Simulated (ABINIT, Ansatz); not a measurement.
**Ga2O3 (R-3c): G0W0 with ABINIT, start to end**

Aim: the G0W0 gap of Ga2O3 (R-3c) on PBE, step by step.

Main program and level: ABINIT 10.8.3; PBE and many-body steps on it, plane waves.

**What was measured.**

- Gap 5.3 eV: direct optical gap from Tauc plot, upper end of the 5.1-5.3 eV range over the samples; UV-visible transmission; film (mist-CVD epitaxial films grown with different carrier gases) on Al2O3 (0001) (“Influence of Carrier Gases on the Quality of Epitaxial Corundum-Structured α-Ga2O3 Films Grown by Mist Chemical Vapor Deposition Method”, 2019, pmc:6888560).

- Gap 5.2 eV: optical gap from Tauc plot assuming direct gap; largest value, film grown at 250 C; UV-vis transmittance/reflectance, Tauc plot; film on c-plane sapphire (“Low temperature growth and optical properties of alpha-Ga2O3 deposited on sapphire by plasma enhanced atomic layer deposition”, 2019, arxiv:1908.06914).

- Gap 5.6 eV: direct band-to-band gap from Tauc plot; UV-Vis absorption, Tauc plot; film (163 nm mist CVD film on c-plane sapphire) on Al2O3 (sapphire) (“Optical properties of mist CVD grown alpha-Ga2O3”, 2019, arxiv:1907.13072).

- Gap 5.04 eV: direct optical gap from Tauc plot; UV-vis transmittance, Tauc plot; film on Al2O3 (“Ti Alloyed α-Ga2O3: Route towards Wide Band Gap Engineering”, 2020, pmc:7766553).

- Gap 5.62 ± 0.02 eV: lowest direct band-to-band transition E0, E parallel to c (M1-type CP); abstract instead prints 5.44 eV, which Table III gives as the exciton energy; generalized spectroscopic ellipsometry, critical-point model; 300 K; film (51.8 nm PAMBE film, fully lattice-relaxed) on m-plane Al2O3 (“Anisotropic dielectric functions, band-to-band transitions, and critical points in alpha-Ga2O3”, 2021, arxiv:2101.06595).

This is a selection; 1 further report is not listed.

### Step 1. Starting point

Symmetry: R-3c, No. 167, trigonal system. The conventional cell has a = 4.997 Å, b = 4.997 Å, c = 13.451 Å, α = 90.00°, β = 90.00°, γ = 120.00°. Nearest to Ga lie 6 O at 1.93 to 2.08 Å. Nearest to O lie 4 Ga at 1.93 to 2.08 Å. Farther neighbours and most contacts between anions are not listed.

Structure file:

```cif
data_structure
_symmetry_space_group_name_H-M 'R-3c:H'
_symmetry_Int_Tables_number 167
_cell_length_a 4.9974
_cell_length_b 4.9974
_cell_length_c 13.4506
_cell_angle_alpha 90.000
_cell_angle_beta 90.000
_cell_angle_gamma 120.000
_cell_volume 290.91
loop_
_atom_site_label
_atom_site_type_symbol
_atom_site_symmetry_multiplicity
_atom_site_Wyckoff_symbol
_atom_site_fract_x
_atom_site_fract_y
_atom_site_fract_z
_atom_site_occupancy
Ga1 Ga 12 c 0.00000 0.00000 0.35559 1
O1 O 18 e 0.00000 0.69683 0.25000 1
```

The cell and positions are those that the Materials Project relaxed with its own functionals (PBE, PBE+U or r2SCAN), kept fixed. This is not the form that Ga2O3 usually takes at ambient conditions.

### Step 2. Ground state

This step: ABINIT 10.8.3; DFT, PBE, plane waves, norm-conserving pseudopotentials.

The ground-state density comes first.

run.abi reads:

```
acell 3*1.0 Angstrom
rprim 
  2.498699193881 1.442624652211 4.483549768500
  -2.498699193881 1.442624652211 4.483549768500
  0.000000000000 -2.885249304422 4.483549768500
ntypat 2
znucl 31 8
natom 10
typat 1 1 1 1 2 2 2 2 2 2
xred 
  0.855585580000 0.855585580000 0.855585580000
  0.644414420000 0.644414420000 0.644414420000
  0.144414420000 0.144414420000 0.144414420000
  0.355585580000 0.355585580000 0.355585580000
  0.750000000000 0.446832820000 0.053167180000
  0.446832820000 0.053167180000 0.750000000000
  0.053167180000 0.750000000000 0.446832820000
  0.250000000000 0.553167180000 0.946832820000
  0.946832820000 0.250000000000 0.553167180000
  0.553167180000 0.946832820000 0.250000000000
pp_dirpath "pseudos"
pseudos "Ga.upf, O.upf"
ecut 45
ngkpt 6 6 6
nshiftk 1
shiftk 0 0 0
kptopt 1
chksymbreak 0
nband 69
occopt 1
tolvrs 1e-10
nstep 60
prtwf 0
optforces 0
optstress 0
indata_prefix "in"
outdata_prefix "out"
tmpdata_prefix "tmp"
```

Run with:

```
$ OMP_NUM_THREADS=1 mpirun -n 16 abinit run.abi > log
```

Numbers of over 12 decimals in the logs are rounded to 6 here.

Output:

```text
.Version 10.8.3 of ABINIT. v10.8.2 released Aug 2026.

 Symmetries : space group R-3 c (#167); Bravais hR (rhombohedral)
================================================================================
 Values of the parameters that define the memory need of the present run
     intxc =       0    ionmov =       0      iscf =       7    lmnmax =       6
     lnmax =       6     mgfft =      64  mpssoang =       3    mqgrid =    3001
     natom =      10  nloc_mem =       1    nspden =       1   nspinor =       1
    nsppol =       1      nsym =      12    n1xccc =    2501    ntypat =       2
    occopt =       1   xclevel =       2
-    mband =          69        mffmem =           1         mkmem =           2
       mpw =        9466          nfft =      262144          nkpt =          32
================================================================================
  Rough estimation (10% accuracy) of disk space for files :
================================================================================

--------------------------------------------------------------------------------
------------- Echo of variables that govern the present computation ------------
--------------------------------------------------------------------------------
 -outvars: echo values of preprocessed input variables --------
            acell      1.8897261259E+00  1.8897261259E+00  1.8897261259E+00 Bohr

      chksymbreak           0
             ecut      4.50000000E+01 Hartree
-          fftalg         312

              ixc     -101130
              kpt      0.00000000E+00  0.00000000E+00  0.00000000E+00
                       1.66666667E-01  0.00000000E+00  0.00000000E+00
                       3.33333333E-01  0.00000000E+00  0.00000000E+00
                       5.00000000E-01  0.00000000E+00  0.00000000E+00
                       1.66666667E-01  1.66666667E-01  0.00000000E+00
                       3.33333333E-01  1.66666667E-01  0.00000000E+00
                       5.00000000E-01  1.66666667E-01  0.00000000E+00
                      -3.33333333E-01  1.66666667E-01  0.00000000E+00
                      -1.66666667E-01  1.66666667E-01  0.00000000E+00
   [... 21 further rows ...]
                      -3.33333333E-01  5.00000000E-01  3.33333333E-01
                       5.00000000E-01  5.00000000E-01  5.00000000E-01
         kptrlatt        6    0    0      0    6    0      0    0    6
          kptrlen      5.66622858E+01
P           mkmem           2
            natom          10
            nband          69
            ngfft          64      64      64
             nkpt          32
            nstep          60
             nsym          12
           ntypat           2
              occ      2.000000  2.000000  2.000000  2.000000  2.000000  2.000000
                       2.000000  2.000000  2.000000  2.000000  2.000000  2.000000
                       2.000000  2.000000  2.000000  2.000000  2.000000  2.000000
                       2.000000  2.000000  2.000000  2.000000  2.000000  2.000000
                       2.000000  2.000000  2.000000  2.000000  2.000000  2.000000
                       2.000000  2.000000  2.000000  2.000000  2.000000  2.000000
                       2.000000  2.000000  2.000000  2.000000  2.000000  2.000000
                       2.000000  2.000000  2.000000  2.000000  2.000000  2.000000
                       2.000000  2.000000  2.000000  2.000000  2.000000  2.000000
                       2.000000  2.000000  2.000000  2.000000  2.000000  2.000000
                       0.000000  0.000000  0.000000  0.000000  0.000000  0.000000
[...]
optforces           0
        optstress           0
            prtwf           0
            rprim      2.4986991939E+00  1.4426246522E+00  4.4835497685E+00
[...]
spgroup         167

           tolvrs      1.00000000E-10

             xred      8.5558558000E-01  8.5558558000E-01  8.5558558000E-01
[...]
znucl       31.00000    8.00000

================================================================================

 chkinp: Checking input parameters for consistency.

================================================================================
== DATASET  1 ==================================================================
-   mpi_nproc: 16, omp_nthreads: 1 (-1 if OMP is not activated)

--- !DatasetInfo
iteration_state: {dtset: 1, }
dimensions: {natom: 10, nkpt: 32, mband: 69, nsppol: 1, nspinor: 1, nspden: 1, mpw: 9466, }
cutoff_energies: {ecut:  45.0, pawecutdg:  -1.0, }
electrons: {nelect:   1.20000000E+02, charge:   0.00000000E+00, occopt:   1.00000000E+00, tsmear:   1.00000000E-02, }

 Real(R)+Recip(G) space primitive vectors, cartesian coordinates (Bohr,Bohr^-1):
 R(1)=  4.7218571  2.7261655  8.4726811  G(1)=  0.1058905  0.0611359  0.0393421
 R(2)= -4.7218571  2.7261655  8.4726811  G(2)= -0.1058905  0.0611359  0.0393421
 R(3)=  0.0000000 -5.4523310  8.4726811  G(3)=  0.0000000 -0.1222719  0.0393421
 Unit cell volume ucvol=  6.5439078E+02 bohr^3
 Angles (23,13,12)=  5.58935053E+01  5.58935053E+01  5.58935053E+01 degrees

 getcut: wavevector=  0.0000  0.0000  0.0000  ngfft=  64  64  64
         ecut(hartree)=     45.000   => boxcut(ratio)=   2.10352

--- Pseudopotential description ------------------------------------------------
[...]
1.49327161E+04                                ecore*ucvol(ha*bohr**3)
--------------------------------------------------------------------------------

_setup2: Arith. and geom. avg. npw (full set) are    9435.875    9435.870

================================================================================

--- !BeginCycle
iteration_state: {dtset: 1, }
solver: {iscf: 7, nstep: 60, nline: 4, wfoptalg: 0, }
tolerances: {tolvrs: 1.00E-10, }

     iter   Etot(hartree)      deltaE(h)  residm     vres2
 ETOT  1  -1086.0285262267    -1.086E+03 6.621E-01 9.376E+03
 ETOT  2  -1090.2485211889    -4.220E+00 3.242E-02 1.659E+04
 ETOT  3  -1092.8442097972    -2.596E+00 2.414E-02 5.108E+02
 ETOT  4  -1092.8753816641    -3.117E-02 3.138E-02 3.283E+02
 ETOT  5  -1092.9013728944    -2.599E-02 2.605E-03 7.559E+01
 ETOT  6  -1092.9108116038    -9.439E-03 2.420E-03 1.502E+00
 ETOT  7  -1092.9109471852    -1.356E-04 5.541E-04 4.452E-01
 ETOT  8  -1092.9110046497    -5.746E-05 5.613E-04 1.695E-03
 ETOT  9  -1092.9110049249    -2.752E-07 4.628E-04 3.256E-05
 ETOT 10  -1092.9110049305    -5.535E-09 4.468E-04 3.143E-07
 ETOT 11  -1092.9110049305    -5.502E-11 3.840E-04 4.566E-09
 ETOT 12  -1092.9110049305    -2.728E-12 3.171E-04 1.035E-10
 ETOT 13  -1092.9110049305     4.502E-11 2.703E-04 2.488E-12

 At SCF step   13       vres2   =  2.49E-12 < tolvrs=  1.00E-10 =>converged.

--- !ResultsGS
iteration_state: {dtset: 1, }
comment   : Summary of ground state results
lattice_vectors:
- [  4.7218571,   2.7261655,   8.4726811, ]
- [ -4.7218571,   2.7261655,   8.4726811, ]
- [  0.0000000,  -5.4523310,   8.4726811, ]
lattice_lengths: [  10.07543,   10.07543,   10.07543, ]
lattice_angles: [ 55.894,  55.894,  55.894, ] # degrees, (23, 13, 12)
lattice_volume:   6.5439078E+02
convergence: {deltae:  4.502E-11, res2:  2.488E-12, residm:  2.703E-04, diffor:  0.000E+00, }
etotal    :  -1.09291100E+03
entropy   :   0.00000000E+00
fermie    :   2.14864216E-01
cartesian_stress_tensor: null
pressure_GPa: null
xred      :
- [  8.5559E-01,   8.5559E-01,   8.5559E-01, Ga]
- [  6.4441E-01,   6.4441E-01,   6.4441E-01, Ga]
- [  1.4441E-01,   1.4441E-01,   1.4441E-01, Ga]
- [  3.5559E-01,   3.5559E-01,   3.5559E-01, Ga]
- [  7.5000E-01,   4.4683E-01,   5.3167E-02,  O]
- [  4.4683E-01,   5.3167E-02,   7.5000E-01,  O]
- [  5.3167E-02,   7.5000E-01,   4.4683E-01,  O]
- [  2.5000E-01,   5.5317E-01,   9.4683E-01,  O]
- [  9.4683E-01,   2.5000E-01,   5.5317E-01,  O]
- [  5.5317E-01,   9.4683E-01,   2.5000E-01,  O]
cartesian_forces: null
force_length_stats: {min: null, max: null, mean: null, }

 Integrated electronic density in atomic spheres:
 ------------------------------------------------
 Atom  Sphere_radius  Integrated_density
[...]
================================================================================

 ----iterations are completed or convergence reached----

 Mean square residual over all n,k,spin=   55.063E-08; max=  27.027E-05
 reduced coordinates (array xred) for   10 atoms
[...]
0.446832820000      0.053167180000      0.750000000000
       0.053167180000      0.750000000000      0.446832820000
       0.250000000000      0.553167180000      0.946832820000
       0.946832820000      0.250000000000      0.553167180000
       0.553167180000      0.946832820000      0.250000000000
 rms dE/dt=  0.0000E+00; max dE/dt=  0.0000E+00; dE/dt below (all hartree)
    1       0.000000000000      0.000000000000      0.000000000000
    2       0.000000000000      0.000000000000      0.000000000000
    3       0.000000000000      0.000000000000      0.000000000000
    4       0.000000000000      0.000000000000      0.000000000000
    5       0.000000000000      0.000000000000      0.000000000000
    6       0.000000000000      0.000000000000      0.000000000000
    7       0.000000000000      0.000000000000      0.000000000000
    8       0.000000000000      0.000000000000      0.000000000000
    9       0.000000000000      0.000000000000      0.000000000000
   10       0.000000000000      0.000000000000      0.000000000000

 cartesian coordinates (angstrom) at end:
[...]
6      0.983652    -1.442625     5.604437
    7     -1.741176    -0.130555     5.604437
    8     -0.757524    -1.573180     7.846212
    9      1.741176     0.130555     7.846212
   10     -0.983652     1.442625     7.846212
 length scales=  1.889726125908  1.889726125908  1.889726125908 bohr
              =  1.000000000000  1.000000000000  1.000000000000 angstroms
 prteigrs : about to open file out_EIG
 Fermi (or HOMO) energy (hartree) =   0.21486   Average Vxc (hartree)=  -0.44931
 Eigenvalues (hartree) for nkpt=  32  k points:
 kpt#   1, nband= 69, wtk=  0.00463, kpt=  0.0000  0.0000  0.0000 (reduced coord)
  -4.98582   -4.98582   -4.98582   -4.98581   -3.17354   -3.17354   -3.17352   -3.17338
  -3.17272   -3.17272   -3.17270   -3.17270   -3.17259   -3.17259   -3.17259   -3.17259
  -0.48013   -0.40802   -0.40802   -0.40604   -0.40557   -0.40557   -0.25593   -0.25593
  -0.25272   -0.25272   -0.25023   -0.24925   -0.24781   -0.24781   -0.24617   -0.24617
  -0.24433   -0.24433   -0.24180   -0.24180   -0.24174   -0.24156   -0.23220   -0.23220
  -0.20981   -0.20981   -0.04893   -0.02395    0.02260    0.02260    0.05976    0.07053
   0.08382    0.08382    0.09495    0.17760    0.17760    0.19532    0.19532    0.20291
   0.20309    0.20309    0.20568    0.20568    0.31837    0.46000    0.46610    0.54100
   0.58939    0.58939    0.59258    0.61800    0.62581
 prteigrs : prtvol=0 or 1, do not print more k-points.

--- !EnergyTerms
iteration_state     : {dtset: 1, }
comment             : Components of total free energy in Hartree
kinetic             :  5.51360060457755E+02
hartree             :  4.08394432257045E+02
xc                  : -1.29158325234966E+02
Ewald energy        : -5.95982657166164E+02
psp_core            :  2.28192641697130E+01
local_psp           : -1.09592952523444E+03
non_local_psp       : -2.54414254179407E+02
total_energy        : -1.09291100493047E+03
total_energy_eV     : -2.97396234876462E+04
band_energy         : -1.26579201814541E+02

== END DATASET(S) ==============================================================
================================================================================

 -outvars: echo values of variables after computation  --------
           etotal     -1.0929110049E+03
            nband          69
             nkpt          32
          spgroup         167
 [... the other variables as echoed above ...]

 Calculation completed.
```

It took 2.2 min on 16 MPI ranks of Arm Neoverse V1, shared host; peak memory 2.5 GiB; 33 min of CPU time.

This step gave:

```yaml
total_energy: -29739.6235 eV
gap: 2.817 eV
k_of_the_valence_top: -0.1667, 0.1667, 0
k_of_the_conduction_bottom: 0, 0, 0
least_direct_gap: 3.066 eV
```

The gap is indirect, with the least direct gap 0.25 eV higher.

(Part 1 of 3 ends here.)

[Paths, hosts, dates, memory and timing lines, banners, echoed tables and standing remarks are left out of the program output.]

[Logs are printed without paths, hosts, clocks, repeated set-up lines and the standing remarks that a program may print on its own settings, such as how far it seeks lower states.]

[Runs of the session that timed out or met a known fault of the program may be left out.]

[Hosts, paths, dates, database ids (printed as entryN), source tags and the programs' standing remarks are cut or masked in the printed files.]

[G0W0 gaps are taken among the corrected bands and points alone; a level outside them can change the order at an edge.]

[Where Ansatz stands beside ABINIT at settings called matched, ABINIT's density can come from a denser mesh and the files from another edition; pairs whose starting gaps differed by over 0.03 eV were left out, so agreement reads better than it is.]
